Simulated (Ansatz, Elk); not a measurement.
# Bonding as seen by X-rays: BPW2, part 2 of 2

Structure refinements treat a crystal as free atoms side by side. For a made-up structure of BPW2 (cell and positions from a PBE relaxation) the runs below show what the calculated density changes in F(hkl).

Elk 11.2.3 (patched build); all-electron DFT.

So far: The starting structure; Ground state and structure factors; The highest occupied states alone.

The structure was built from a prototype and need not be the compound's stable phase.

### 4. Another functional

Level of this step: DFT, LDA (Perdew-Wang), all-electron APW+lo, Dirac cores, scalar-relativistic bands, static density, no spin (Elk).

The difference from free atoms is small, so it is set against the change that LDA (Perdew-Wang) makes.

elk.in

```
tasks
  0
  195

xctype
  3

spinpol
  .false.

rgkmax
  7.0

gmaxvr
  14.0

lmaxo
  7

lmaxapw
  8

swidth
  0.002

tshift
  .false.

ramdisk
  .false.

hmaxvr
  5.5

maxscl
  120

epspot
  1e-06

sppath
  './'

avec
  3.03295352591 1.75107653428 11.27433540621
  -3.03295352591 1.75107653428 11.27433540621
  -0.00000000000 -3.50215306959 11.27433540605

atoms
  3
  'W.in'
  2
  0.2700057878 0.2700057878 0.2700057878   0.000000 0.000000 0.000000
  0.7299942122 0.7299942122 0.7299942122   0.000000 0.000000 0.000000
  'P.in'
  1
  0.5000000000 0.5000000000 0.5000000000   0.000000 0.000000 0.000000
  'B.in'
  1
  -0.0000000000 -0.0000000000 -0.0000000000   0.000000 0.000000 0.000000

ngridk
  8 8 8
```

Launch:

```
$ OMP_NUM_THREADS=4 elk
```

Numbers of over 12 decimals in the logs are rounded to 6 here.

What it wrote:

```text
┌─────────────────────────┐
│ Elk code version 11.2.3 │
└─────────────────────────┘

All units are atomic (Hartree, Bohr, etc.)

┌─────────────────────────────────────────────────┐
│ Ground-state run starting from atomic densities │
└─────────────────────────────────────────────────┘

Lattice vectors :
   3.032953526       1.751076534       11.27433541
  -3.032953526       1.751076534       11.27433541
  -0.000000000      -3.502153070       11.27433541

Reciprocal lattice vectors :
   1.035819582      0.5980307145      0.1857666130
[...]
species : 2 (P)
   atom 1                    :    13.42209411     (  0.3111218526E-03)
  species : 3 (B)
   atom 1                    :    3.670531971     (  0.3313573916E-03)
 total in muffin-tins        :    161.0722805
 total calculated charge     :    167.9976981
 total charge                :    168.0000000
 error                       :   0.2301872311E-02

┌──────────────────────────────┐
│ Self-consistent loop stopped │
└──────────────────────────────┘

Warning : core states of species 2 leak from the muffin-tin :   0.3111218526E-03

Warning : core states of species 3 leak from the muffin-tin :   0.3313573916E-03

Wrote STATE.OUT
[key lines of the parts left out:]
total energy                :     -32679.100516693
```

The job ended after 24 s (4 threads of Arm Neoverse V2, shared host; peak memory 0.17 GiB).

Against the first run R = 0.03 %; the largest change is +0.031 at 006.

### 5. A coarser k-mesh

About half the k-points along each axis test the sampling.

Edit elk.in of step 4 so:

```diff
@@ -5,3 +5,3 @@
 xctype
-  3
+  20
 
@@ -62,2 +62,2 @@
 ngridk
-  8 8 8
+  4 4 4
```

Launch:

```
$ OMP_NUM_THREADS=4 elk
```

What it wrote:

```text
┌─────────────────────────┐
│ Elk code version 11.2.3 │
└─────────────────────────┘

All units are atomic (Hartree, Bohr, etc.)

┌─────────────────────────────────────────────────┐
│ Ground-state run starting from atomic densities │
└─────────────────────────────────────────────────┘

Lattice vectors :
   3.032953526       1.751076534       11.27433541
  -3.032953526       1.751076534       11.27433541
  -0.000000000      -3.502153070       11.27433541

Reciprocal lattice vectors :
   1.035819582      0.5980307145      0.1857666130
[...]
species : 2 (P)
   atom 1                    :    13.43731006     (  0.3125269052E-03)
  species : 3 (B)
   atom 1                    :    3.673443231     (  0.3090579257E-03)
 total in muffin-tins        :    161.0241822
 total calculated charge     :    167.9977417
 total charge                :    168.0000000
 error                       :   0.2258263604E-02

┌──────────────────────────────┐
│ Self-consistent loop stopped │
└──────────────────────────────┘

Warning : core states of species 2 leak from the muffin-tin :   0.3125269052E-03

Warning : core states of species 3 leak from the muffin-tin :   0.3090579257E-03

Wrote STATE.OUT
[key lines of the parts left out:]
total energy                :     -32699.232417978
```

Wall time 19 s (4 threads); peak memory 0.2 GiB.

Against the first run R = 0.00 %; the largest change is +0.022 at 0 0 12.

### 6. Basis size

A smaller basis shows how fast F responds to it; the change is likely larger than the basis error of the first run, but doesn't show convergence.

Edit elk.in of step 5 so:

```diff
@@ -11,3 +11,3 @@
 rgkmax
-  7.0
+  5.5
 
@@ -62,2 +62,2 @@
 ngridk
-  4 4 4
+  8 8 8
```

Launch:

```
$ OMP_NUM_THREADS=4 elk
```

What it wrote:

```text
┌─────────────────────────┐
│ Elk code version 11.2.3 │
└─────────────────────────┘

All units are atomic (Hartree, Bohr, etc.)

┌─────────────────────────────────────────────────┐
│ Ground-state run starting from atomic densities │
└─────────────────────────────────────────────────┘

Lattice vectors :
   3.032953526       1.751076534       11.27433541
  -3.032953526       1.751076534       11.27433541
  -0.000000000      -3.502153070       11.27433541

Reciprocal lattice vectors :
   1.035819582      0.5980307145      0.1857666130
[...]
species : 2 (P)
   atom 1                    :    13.41511030     (  0.3111172787E-03)
  species : 3 (B)
   atom 1                    :    3.640055242     (  0.3072857987E-03)
 total in muffin-tins        :    160.8679681
 total calculated charge     :    167.9983276
 total charge                :    168.0000000
 error                       :   0.1672350124E-02

┌──────────────────────────────┐
│ Self-consistent loop stopped │
└──────────────────────────────┘

Warning : core states of species 2 leak from the muffin-tin :   0.3111172787E-03

Warning : core states of species 3 leak from the muffin-tin :   0.3072857987E-03

Wrote STATE.OUT
[key lines of the parts left out:]
total energy                :     -32699.148463635
```

It took 37 s on 4 threads; peak memory 0.2 GiB.

Against the first run R = 0.02 %; the largest change is +0.056 at 024.

### 7. Settings against the effect

```
              run  R against the first run (%)  R against neutral atoms, low angle (%)  wall time
    PBE, rgkmax 7                         0.00                                    0.40       42 s
LDA (Perdew-Wang)                         0.03                                    0.38       24 s
     k-mesh 4×4×4                         0.00                                    0.39       19 s
       rgkmax 5.5                         0.02                                    0.42       37 s
```

### 8. Results

| Quantity | Value |
| --- | --- |
| R against neutral atoms, sin θ/λ < 0.3 Å⁻¹ | 0.40 % |
| R against neutral atoms, 0.3 to 0.82 Å⁻¹ | 0.19 % |

**Reading.** Independent neutral atoms miss the calculated amplitudes by R = 0.40 % below 0.3 Å⁻¹ and 0.19 % from there to 0.82 Å⁻¹; by shells, 0.44 % below 0.15 Å⁻¹ (1 form), 0.40 % 0.15 to 0.3 (8 forms), 0.10 % 0.3 to 0.45 (16 forms), 0.20 % above 0.45 (98 forms). Bonding, aspherical density and the tables' own atoms all enter these figures, and the runs don't part them. The largest change of an amplitude is -0.66 electrons, at 009. The window's part falls from 19.4 electrons at the origin to at most 0.22 between 0.45 and 0.82 Å⁻¹. Below 0.3 Å⁻¹ the changes that finished (LDA (Perdew-Wang), k-mesh 4×4×4 and rgkmax 5.5) move F by R = 0.02 % at most, against the 0.40 % that separates it from free atoms. These runs have no spin, though d or f shells may be open. Spin-orbit coupling is left out, which can matter for elements this heavy. Part of the difference isn't bonding: the tables are fits to free atoms and ions calculated by other methods than this functional. Thermal motion, anomalous dispersion and extinction are left out.

[Logs are printed without paths, hosts, clocks, repeated set-up lines and the standing remarks that a program may print on its own settings, such as how far it seeks lower states.]

[Hosts, paths, dates, database ids (printed as entryN), source tags and the programs' standing remarks are cut or masked in the printed files.]
